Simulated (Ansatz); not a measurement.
# W2NO2 monolayer: from the cell to its phonons

Wanted: vibrations and spectra of W2NO2 monolayer; the cell is already relaxed. After the zone centre comes a 4×4×1 q mesh on a 20×20×1 k mesh.

Method: DFT LDA, scalar-relativistic, plane waves, PAW; PAW set soft_1, in Ansatz 0.2.0.

### 1. The structure

The cell holds 5 atoms: 1 N, 2 W and 2 O. Cell: a = 3.137 Å, b = 3.137 Å, c = 32.600 Å, α = 90.0°, β = 90.0°, γ = 120.0°. Vacuum lies along c.

Coordinates:

```
N W O
1.0
     3.13669    0.00000    0.00000
    -1.56835    2.71645    0.00000
     0.00000    0.00000   32.60000
N W O
1 2 2
Direct
  0.00000 0.00000 0.30675
  0.33333 0.66667 0.33822
  0.66667 0.33333 0.27527
  0.66667 0.33333 0.36945
  0.33333 0.66667 0.24405
```

### 2. Modes at Γ

The cell comes from relaxations at this level that are not shown. The zone centre comes first: it holds the modes that light can see, as far as symmetry allows. No field response is asked, since the mesh shows no gap.

input.yaml

```yaml
crystal:
  lattice:
    - [3.1366917155, 0.0, 0.0]
    - [-1.5683458578, 2.7164547095, 0.0]
    - [0.0, 0.0, 32.6]
  atoms:
    - { symbol: "N", position: [0.0, 0.0, 0.3067484663] }
    - { symbol: W, position: [0.3333333333, 0.6666666667, 0.3382232602] }
    - { symbol: W, position: [0.6666666667, 0.3333333333, 0.2752736724] }
    - { symbol: O, position: [0.6666666667, 0.3333333333, 0.3694467436] }
    - { symbol: O, position: [0.3333333333, 0.6666666667, 0.244050189] }
  periodic: [true, true, false]
kpoints:
  mp_grid: { grid: [18, 18, 1] }
hamiltonian:
  xc: lda
  pseudopotentials: { kind: paw, azcp: { folder: soft_1 }, xc_functional: pbe }
scf:
  occupations: { method: methfessel_paxton, width: 0.2 }
output:
  eigenvalues: true
phonons:
  method: dfpt
```

On the command line:

```console
ansatz run input.yaml --threads 4 --pin off --max-ram 16384MiB --backend cpu --events-out ev --progress --plain --runs-dir out
```

Numbers of over 12 decimals in the logs are rounded to 6 here.

What it wrote:

```text
Warning: crystal.symmetry: narrowed to the stabiliser of the run's FFT grids — unitary ops 12 → 6. A phonons.method: dfpt run fills in the rows of the dynamical matrix that it does not solve by its symmetry operations, which is exact only for operations that map its FFT grids onto themselves: filled in by any other, the frequencies could depend on the order in which like atoms are typed, or, by more than the grids' own error, on where the crystal sits among the grids' points. Excluded: 6 operations. The run can therefore solve more perturbations, solve them on more k-points, or both, and cost more. [rest of the remark cut]
Engine: ansatz 0.2.0, aarch64-unknown-linux-gnu
Pseudopotentials: kind: paw
Pseudopotential: N, paw, valence charge 5, recommended cutoff 420 eV (normal), soft_1/N.paw.azcp
Pseudopotential: W, paw, valence charge 14, recommended cutoff 420 eV (normal), soft_1/W.paw.azcp
Pseudopotential: O, paw, valence charge 6, recommended cutoff 420 eV (normal), soft_1/O.paw.azcp
Functional definition: SPW92
  exchange = slater_x
  correlation = pw_c
Crystal: 5 atoms, lattice volume = 277.774 Å³
Basis set: ecut = 420 eV, 5401 PW (Γ), exchange–correlation on 48×48×450 points (8 copies of the dense FFT grid, shifted against one another)
Bands: 28, of which v1, the nominal top of the filled ones, is band 23 counted from 1 (22 counted from 0)
Symmetry: 12 space group operations
k-points: 91 of 324 (irreducible under 2 space group operations, time reversal used)
Non-local potential: N, projectors of the file, l = 0: 2, l = 1: 2, l = 2: 1
Non-local potential: W, projectors of the file, l = 0: 3, l = 1: 2, l = 2: 2, l = 3: 1
Non-local potential: O, projectors of the file, l = 0: 2, l = 1: 2, l = 2: 1
PAW form: soft (Blöchl's): semilocal exchange-correlation on the pseudo side does not see the compensation charge
PAW frozen core: N, regenerated for the run's functional, and the local potential with it (the file was generated under x = pbe(κ = 0.804, μ = 0.219515), c = pbe(β = 0.066725))
PAW frozen core: W, regenerated for the run's functional, and the local potential with it (the file was generated under x = pbe(κ = 0.804, μ = 0.219515), c = pbe(β = 0.066725))
PAW frozen core: O, regenerated for the run's functional, and the local potential with it (the file was generated under x = pbe(κ = 0.804, μ = 0.219515), c = pbe(β = 0.066725))
PAW one-centre angular grid: N, 110 points (default); XC on 64 Gauss nodes
PAW one-centre angular grid: W, 590 points (default); XC on 64 Gauss nodes
PAW one-centre angular grid: O, 110 points (default); XC on 64 Gauss nodes
Initial density: superposition of atomic densities (neutral atoms: chi_scale 0, normalization atom)
Initial wavefunctions: pseudopotential atomic-orbital guess
Functional: x = slater, c = lda
SCF iter   1: F=—  HF=-21750.219676 eV  |F-HF|=—  |Δ(HF+E_count)|=         —  Δρ=7.29e-2  dr2=1.61e1  ethr=3.10e-3  ⟨swp⟩=13.0  Hψ=19840  notcnv=0
preconditioner: auto → LDOS  [metal: Δε(μ)=0.040 eV  Ē_g=11.932 eV  σ=0.200 eV  W_gap=0.17  n_scr=20 (ndim 8)  ℏωp=12.0 eV  f_vac=0.778  D(μ)=2.23/eV (n_scr^D=12)  β→1.0]
SCF iter   2: F=—  HF=-21748.360050 eV  |F-HF|=—  |Δ(HF+E_count)|=    1.86e0  S|Δr|=    0.00e0  Δρ=7.15e-2  dr2=1.11e1  ethr=3.10e-3  ⟨swp⟩=5.9  Hψ=10547  notcnv=0  defer=90
SCF iter   3: F=—  HF=-21745.973267 eV  |F-HF|=—  |Δ(HF+E_count)|=    2.39e0  S|Δr|=    0.00e0  Δρ=1.39e-2  dr2=5.05e-1  ethr=3.10e-3  ⟨swp⟩=4.9  Hψ=8641  notcnv=0  defer=84
SCF iter   4: F=—  HF=-21745.870352 eV  |F-HF|=—  |Δ(HF+E_count)|=   1.03e-1  S|Δr|=    0.00e0  Δρ=2.63e-3  dr2=1.86e-2  ethr=1.12e-3  ⟨swp⟩=3.1  Hψ=5726  notcnv=0  defer=91
SCF iter   5: F=—  HF=-21745.867570 eV  |F-HF|=—  |Δ(HF+E_count)|=   2.78e-3  S|Δr|=    0.00e0  Δρ=4.39e-4  dr2=4.90e-4  ethr=4.13e-5  ⟨swp⟩=3.8  Hψ=6584  notcnv=0  defer=91
SCF iter   6: F=—  HF=-21745.867599 eV  |F-HF|=—  |Δ(HF+E_count)|=   2.87e-5  S|Δr|=    0.00e0  Δρ=1.17e-4  dr2=2.49e-5  ethr=1.09e-6  ⟨swp⟩=3.3  Hψ=5809  notcnv=0  defer=91
SCF iter   7: F=—  HF=-21745.867645 eV  |F-HF|=—  |Δ(HF+E_count)|=   4.66e-5  S|Δr|=    0.00e0  Δρ=2.79e-5  dr2=1.30e-6  ethr=5.52e-8  ⟨swp⟩=3.5  Hψ=5872  notcnv=0  defer=91
SCF iter   8: F=—  HF=-21745.867477 eV  |F-HF|=—  |Δ(HF+E_count)|=   1.68e-4  S|Δr|=    0.00e0  Δρ=5.55e-6  dr2=4.31e-8  ethr=2.90e-9  ⟨swp⟩=4.0  Hψ=6770  notcnv=0  defer=91
SCF iter   9: F=—  HF=-21745.867478 eV  |F-HF|=—  |Δ(HF+E_count)|=   4.83e-7  S|Δr|=    0.00e0  Δρ=1.15e-6  dr2=2.89e-9  ethr=9.57e-11  ⟨swp⟩=3.8  Hψ=6496  notcnv=0  defer=91
SCF iter  10: F=—  HF=-21745.867478 eV  |F-HF|=—  |Δ(HF+E_count)|=   5.38e-8  S|Δr|=    0.00e0  Δρ=2.34e-7  dr2=1.08e-10  ethr=6.43e-12  ⟨swp⟩=3.7  Hψ=5876  notcnv=0  defer=91
SCF iter  11: F=-21745.867478 eV  HF=-21745.867478 eV  |F-HF|=2.33e-10  |Δ(HF+E_count)|=   6.34e-9  S|Δr|=    0.00e0  Δρ=4.71e-8  dr2=4.02e-12  ethr=1.00e-12  ⟨swp⟩=26.0  Hψ=25901  notcnv=0
SCF 1 converged in 11 iterations: F = -21745.867478 eV  dr2 = 4.02e-12
  greatest PAW one-centre occupation: 0.999 electrons in one spin orbital (limit 2), on the W atom at site 2 (counted from 0), in its partial waves of l = 0
DFPT response loops at Γ: preconditioner auto → none (partly filled bands, converged f_vac=0.788); β = 0.50; Broyden in place of MSR1
SCF converged after 11 iterations
Stability not checked: this state was not tested for a lower state beside it, because cold or Methfessel-Paxton smearing, or corrected tetrahedra, fill the levels in a way that the test cannot read (fill_not_monotonic; see scf.lower_state_search)
Free energy (F): -21745.867478 eV
Harris-Foulkes:  -21745.867478 eV  (|F-HF|=2.33e-10)
Internal energy: -21745.867053 eV  (E = F + TS)
E sigma→0 (E₀):  -21745.867372 eV
Entropy (-TS):   -0.000424 eV (-0.085 meV/atom)
Fermi energy:    -5.749521 eV
--- Per-component energies (eV) ---
  E_band       = -1270.749946
  E_kinetic    = 1315.567996
  E_local      = -142347.358468  (includes V_loc(G=0)·N_el)
  E_nonlocal   = 106.561795
  E_hartree    = 70408.915317
  E_xc         = -731.749087
  E_vxc        = -719.503127  (∫ρ·V_xc dr)
  E_paw        = -17071.159673  (= ΣΔE_a)
  E_vpaw       = -443.851682  (= ΣTr[D̂ρ^β])
  E_aug_tail   = 0.002751  (compensation charges beyond the density's cutoff)
  E_ewald      = 66572.511931
  E_core_change = 0.840386  (= ΣΔE_core)
  E_smearing   = -0.000424  (= −TS)
  E_closure    = -0.000000  (closes the sum)
  Σ components = -21745.867478   (vs F -21745.867478, Δ=0.00e0)
--- Band table (eV; the first three rows and the last of 91) ---
  k-point 0: bands = [... 19 lower, -9.5370, -8.6271, -8.6271, -6.4374, -4.6120, -4.6120, -4.3274, -2.8098, ... 1 higher]
  k-point 1: bands = [... 19 lower, -9.4485, -8.3834, -8.3590, -6.4846, -4.5794, -4.5343, -4.2990, -2.9290, ... 1 higher]
  k-point 2: bands = [... 19 lower, -9.3056, -8.1166, -7.8946, -6.5114, -4.4656, -4.3693, -4.2081, -3.1208, ... 1 higher]
  k-point 90: bands = [... 19 lower, -9.9176, -7.4535, -6.7297, -5.7319, -4.1726, -3.5719, -3.4282, -2.5132, ... 1 higher]
--- Phonons (Γ-DFPT): 10 representative perturbations + reference, on 91 of 324 k-points (Σ response iterations 55) ---
  ASR residual: 6.811e-5 → 0.000e0 eV/Å²; symmetrization residual: 1.461e-5 eV/Å²
  The last average, over the group as it would stand without the narrowing to the FFT grids, took up to 2.415e-6 eV/Å² of the zone centre's force constants
  ASR residual per site (eV/Å²): 3.73e-5 6.09e-5 6.81e-5 3.16e-5 2.75e-5
  Γ frequencies (cm⁻¹): 0.00 0.00 0.00 119.98 119.98 234.21 391.25 391.25 428.69 428.69 463.53 542.08 552.57 716.49 716.49
  non-analytic LO–TO correction: not included (Born effective charges unavailable; polar crystals: no LO–TO splitting at Γ)
```

Wall time 4.3 min (4 threads of Arm Neoverse V1, shared host); peak memory 2.2 GiB; 17 min of CPU time.

The column dr2 measures how far the density is from self-consistency, as an energy; F and HF (Harris–Foulkes) agree once it is small.

This step gave:

| Quantity | Value |
| --- | --- |
| gap on the k-mesh | 0 eV |
| sum-rule residual before enforcement | 6.81e-5 eV/Å² |
| point group | -3m |
| area per atom | 1.704 Å² |
| highest optical mode at the zone centre (no LO-TO term) | 716.5 cm⁻¹ |
| lowest optical zone-centre mode | 120.0 cm⁻¹ |

Patterns of degenerate modes are one choice out of their space. Modes at Γ, with each element's share of the kinetic energy:

| mode | frequency (cm⁻¹) | symmetry | N % | W % | O % |
| --- | --- | --- | --- | --- | --- |
| 1 | 0.0 | acoustic | 3 | 89 | 8 |
| 2 | 0.0 | acoustic | 3 | 89 | 8 |
| 3 | 0.0 | acoustic | 3 | 89 | 8 |
| 4 | 120.0 | Eg | 0 | 95 | 5 |
| 5 | 120.0 | Eg | 0 | 95 | 5 |
| 6 | 234.2 | A1g | 0 | 92 | 8 |
| 7 | 391.2 | Eu | 2 | 9 | 89 |
| 8 | 391.2 | Eu | 2 | 9 | 89 |
| 9 | 428.7 | Eg | 0 | 5 | 95 |
| 10 | 428.7 | Eg | 0 | 5 | 95 |
| 11 | 463.5 | A2u | 64 | 9 | 26 |
| 12 | 542.1 | A1g | 0 | 8 | 92 |
| 13 | 552.6 | A2u | 33 | 2 | 66 |
| 14 | 716.5 | Eu | 95 | 2 | 3 |
| 15 | 716.5 | Eu | 95 | 2 | 3 |

Displacements in mode 4 (120.0 cm⁻¹), the largest set to 1:
```
N1   0.00  0.00  0.00
W2   1.00  0.99  0.00
W3  -1.00 -0.99  0.00
O4   0.74  0.74  0.00
O5  -0.74 -0.74  0.00
```

Displacements in mode 14 (716.5 cm⁻¹), the largest set to 1:
```
N1   0.00  1.00  0.00
W2   0.00 -0.03  0.00
W3   0.00 -0.03  0.00
O4   0.00 -0.12  0.00
O5   0.00 -0.12  0.00
```

Before it was imposed, the acoustic sum rule was missed by 6.8e-5 eV/Å². Small misses are needed for a sound result but don't prove that mesh and cutoff are converged. The lowest optical mode is real, 120 cm⁻¹.

### 3. Phonons on a q mesh

Stability and thermal properties need the whole zone. Linear response on a 4×4×1 q mesh gives force constants as far as a supercell of that size would.

input.yaml, as its differences from that of step 2:

```diff
@@ -13,3 +13,3 @@
 kpoints:
-  mp_grid: { grid: [18, 18, 1] }
+  mp_grid: { grid: [20, 20, 1] }
 hamiltonian:
@@ -23 +23,10 @@
   method: dfpt
+  qmesh: [4, 4, 1]
+  temperatures: { t_max: 1000, t_step: 50 }
+  qpath:
+    path:
+      - [0.0, 0.0, 0.0]
+      - [0.5, 0.0, 0.0]
+      - [0.33333333, 0.33333333, 0.0]
+      - [0.0, 0.0, 0.0]
+    npoints: 10
```

What it wrote:

```text
[...]
Crystal: 5 atoms, lattice volume = 277.774 Å³
Basis set: ecut = 420 eV, 5401 PW (Γ), exchange–correlation on 48×48×450 points (8 copies of the dense FFT grid, shifted against one another)
Bands: 28, of which v1, the nominal top of the filled ones, is band 23 counted from 1 (22 counted from 0)
Symmetry: 12 space group operations
k-points: 44 of 400 (irreducible under 6 space group operations, time reversal used)
[...]
SCF iter   1: F=—  HF=-21750.219210 eV  |F-HF|=—  |Δ(HF+E_count)|=         —  Δρ=7.29e-2  dr2=1.61e1  ethr=3.10e-3  ⟨swp⟩=13.0  Hψ=9548  notcnv=0
[...]
SCF iter  11: F=-21745.867311 eV  HF=-21745.867311 eV  |F-HF|=5.46e-11  |Δ(HF+E_count)|=   5.88e-9  S|Δr|=    0.00e0  Δρ=4.30e-8  dr2=2.94e-12  ethr=1.00e-12  ⟨swp⟩=25.8  Hψ=12491  notcnv=0
SCF 1 converged in 11 iterations: F = -21745.867311 eV  dr2 = 2.94e-12
[...]
phonons: the bands overlap, so this run is a metal and interpolates without the dipole-dipole term. If the crystal is really an insulator or semiconductor, its LO-TO splitting is missing
NSCF: frozen V_eff on 44 k-points
WARN: eigensolver did not converge (k=8): 1 band(s) unlocked after 2 eigensolves, warm-restarted (20 sweeps on the last) at ethr=1.66e-12 eV (storage-precision floor; scheduled 1.00e-12 eV) (lowest unlocked band 27, counted from 0; max residual 7.41e-6 eV among the unlocked bands, 7.41e-6 eV over every band; other slots of this pass that fall short are told together in one closing line; warning suppressed until the next SCF loop or pass starts)
WARN: eigensolver did not converge in 5 slots of this pass, the one above among them; of largest residual over every band (k=17): 1 band(s) unlocked (lowest unlocked band 27, counted from 0; max residual 5.71e-5 eV among the unlocked bands, 5.71e-5 eV over every band); of lowest unlocked band (k=8): band 27
[...]
DFPT response loops at q = (0, 0, 0) (fractional): preconditioner auto → none (partly filled bands, converged f_vac=0.788); β = 0.50; Broyden in place of MSR1
[...]
SCF converged after 11 iterations
[...]
Free energy (F): -21745.867311 eV
[...]
Internal energy: -21745.866150 eV  (E = F + TS)
E sigma→0 (E₀):  -21745.867021 eV
Entropy (-TS):   -0.001161 eV (-0.232 meV/atom)
Fermi energy:    -5.748076 eV
[...]
--- Band table (eV; the first three rows and the last of 44) ---
  k-point 0: bands = [... 19 lower, -9.5371, -8.6266, -8.6266, -6.4369, -4.6114, -4.6114, -4.3270, -2.8094, ... 1 higher]
  k-point 1: bands = [... 19 lower, -9.4638, -8.4167, -8.4009, -6.4770, -4.5852, -4.5475, -4.3040, -2.9088, ... 1 higher]
  k-point 2: bands = [... 19 lower, -9.3263, -8.1554, -7.9886, -6.5169, -4.4957, -4.4020, -4.2320, -3.0887, ... 1 higher]
  k-point 43: bands = [... 19 lower, -10.4390, -6.9355, -6.7237, -6.5410, -3.8584, -3.7114, -3.1575, -1.5258, ... 1 higher]
--- Phonons (Γ-DFPT): 10 representative perturbations + reference (Σ response iterations 56) ---
  ASR residual: 5.062e-5 → 0.000e0 eV/Å²; symmetrization residual: 4.394e-6 eV/Å²
[...]
ASR residual per site (eV/Å²): 1.92e-5 5.06e-5 4.85e-5 3.99e-5 3.57e-5
[...]
--- Phonons (arbitrary-q DFPT): 4 irreducible q on the 4×4×1 mesh ---
  q = [0.0000, 0.0000, 0.0000] (star 1, of the zone-centre solve; hermiticity 2.64e-7, symmetrization 5.15e-11, taken by the last average 6.41e-8): -0.00 0.00 0.00 118.54 118.54 234.38 391.22 391.22 427.75 427.75 463.60 541.79 552.50 716.35 716.35
  q = [0.0000, 0.2500, 0.0000] (star 6, 15 solved perturbations on 210 of 400 k-point pairs; hermiticity 2.97e-7, symmetrization 1.11e-10, taken by the last average 1.27e-7): -139.14 -86.39 60.30 125.38 132.32 196.40 351.30 395.34 420.37 446.03 480.87 504.41 535.99 717.80 727.09
[...]
q = [0.2500, 0.2500, 0.0000] (star 6, 10 solved perturbations in 3050 linear systems a pass and spin channel, the states on 400 of 400 k-point pairs; hermiticity 1.97e-7, symmetrization 5.55e-11, taken by the last average 1.62e-7): -144.09 22.49 118.62 131.92 153.92 232.12 369.03 423.48 425.93 427.32 472.95 482.42 525.45 718.99 744.19
  sum rule: each row above includes the acoustic sum rule's correction from the zone centre's row sums; it moved no ω² by more than (0.82 cm⁻¹)²
  mesh force constants: q→R imaginary residual 5.90e-18; ASR residual 5.062e-5 → 0.000e0 eV/Å²; symmetrization residual 1.066e-14 eV/Å²
  interpolated dispersion: 31 rows × 15 modes
  density of states and harmonic sums: on the 24×24×1 q-mesh, interpolated from the force constants of a 4×4×1 supercell (no non-analytic term)
  largest difference from the sums on the solved wave vectors: F 6.89e-2 eV, S 8.94e-5 and C_V 2.08e-5 eV/K
  zero-point energy: 0.320805 eV/cell   skipped modes (ω ≤ 0): 117, of them read as no rigid motion or as one in doubt: 114 (1.920e0 modes/cell left out, lowest -162.65 cm⁻¹)   left out of the sums: 1.28e-1 of the cell's modes: C_V's classical limit lies that fraction below 3 k_B per atom; for a crystal, a wire or a layer, F and S can be off by more, and a phonons.interpolated_qmesh denser along its periods is the remedy for the sampling
```

The job ended after 35 min (4 threads; peak memory 5.5 GiB; 2.3 h of CPU time).

Numbers from this step:

```yaml
sum_rule_residual_before_enforcement: 5.06e-5 eV/Å²
lowest_frequency_on_the_path: -162.6 cm⁻¹
highest_frequency_on_the_path_or_at_a_solved_wavevector: 747.4 cm⁻¹
highest_optical_mode_at_the_zone_centre_no_lo_to_term: 716.4 cm⁻¹
lowest_optical_zone_centre_mode: 118.5 cm⁻¹
lowest_mode_on_the_q_mesh_acoustic_modes_at_gamma_apart: -144.1 cm⁻¹
```

Frequencies (cm⁻¹) solved at each irreducible wavevector; negative means imaginary. Frequencies by wavevector, by row:

| q in reciprocal lattice units | star | mode 1 | mode 2 | mode 3 | mode 4 | mode 13 | mode 14 | mode 15 |
| --- | --- | --- | --- | --- | --- | --- | --- | --- |
| 0 0 0 | 1 | 0 | 0 | 0 | 118.5 | 552.5 | 716.4 | 716.4 |
| 0 0.25 0 | 6 | -139.1 | -86.4 | 60.3 | 125.4 | 536 | 717.8 | 727.1 |
| 0 -0.5 0 | 3 | -134.6 | -44 | 136.6 | 144.1 | 515.9 | 691.7 | 724.5 |
| 0.25 0.25 0 | 6 | -144.1 | 22.5 | 118.6 | 131.9 | 525.5 | 719 | 744.2 |

Interpolated from a 4×4×1 q mesh. Phonon branches along the path, in cm⁻¹:

| point | branch 1 | branch 2 | branch 3 | branch 4 | branch 12 | branch 13 | branch 14 | branch 15 |
| --- | --- | --- | --- | --- | --- | --- | --- | --- |
| Γ | 0 | 0 | 0 | 118 | 542 | 552 | 716 | 716 |
| halfway | -139 | -86 | 60 | 125 | 504 | 536 | 718 | 727 |
| M | -135 | -44 | 137 | 144 | 494 | 516 | 692 | 724 |
| halfway | -113 | -67 | 133 | 142 | 480 | 520 | 712 | 741 |
| K | -51 | 43 | 43 | 144 | 474 | 528 | 743 | 743 |
| halfway | -163 | 15 | 85 | 98 | 488 | 534 | 722 | 727 |
| Γ | 0 | 0 | 0 | 118 | 542 | 552 | 716 | 716 |

Tetrahedra on a 24×24×1 mesh, mean over bins of 10 cm-1. Interpolated from a 4×4×1 q mesh. The phonon density of states by wavenumber; read off at these points:

| wavenumber (cm⁻¹) | phonon density of states (1/cm⁻¹/cell) |
| --- | --- |
| -165 | 0.00348 |
| -145 | 0.0169 |
| -115 | 0.00737 |
| -95 | 0.00672 |
| -65 | 0.0213 |
| -45 | 0.00956 |
| -15 | 0.00289 |
| 5 | 0.00324 |
| 35 | 0.0055 |
| 55 | 0.00522 |
| 85 | 0.0057 |
| 105 | 0.0173 |
| 135 | 0.0512 |
| 145 | 0.0601 |
| 155 | 0.0476 |
| 175 | 0 |
| 205 | 0.0164 |
| 225 | 0.0135 |
| 255 | 0.00137 |
| 275 | 0 |
| 305 | 0 |
| 325 | 0 |
| 355 | 0.0205 |
| 375 | 0.0134 |
| 405 | 0.0319 |
| 425 | 0.0929 |
| 445 | 0.0341 |
| 475 | 0.0644 |
| 495 | 0.0393 |
| 525 | 0.0475 |
| 545 | 0.00709 |
| 575 | 0 |
| 595 | 0 |
| 625 | 0 |
| 645 | 0 |
| 675 | 0 |
| 695 | 0.008 |
| 725 | 0.0741 |
| 745 | 0.0197 |

(Continued in part 2 of 2.)

[Logs are printed without paths, hosts, clocks, repeated set-up lines and the standing remarks that a program may print on its own settings, such as how far it seeks lower states.]

[Hosts, paths, dates, database ids (printed as entryN), source tags and the programs' standing remarks are cut or masked in the printed files.]
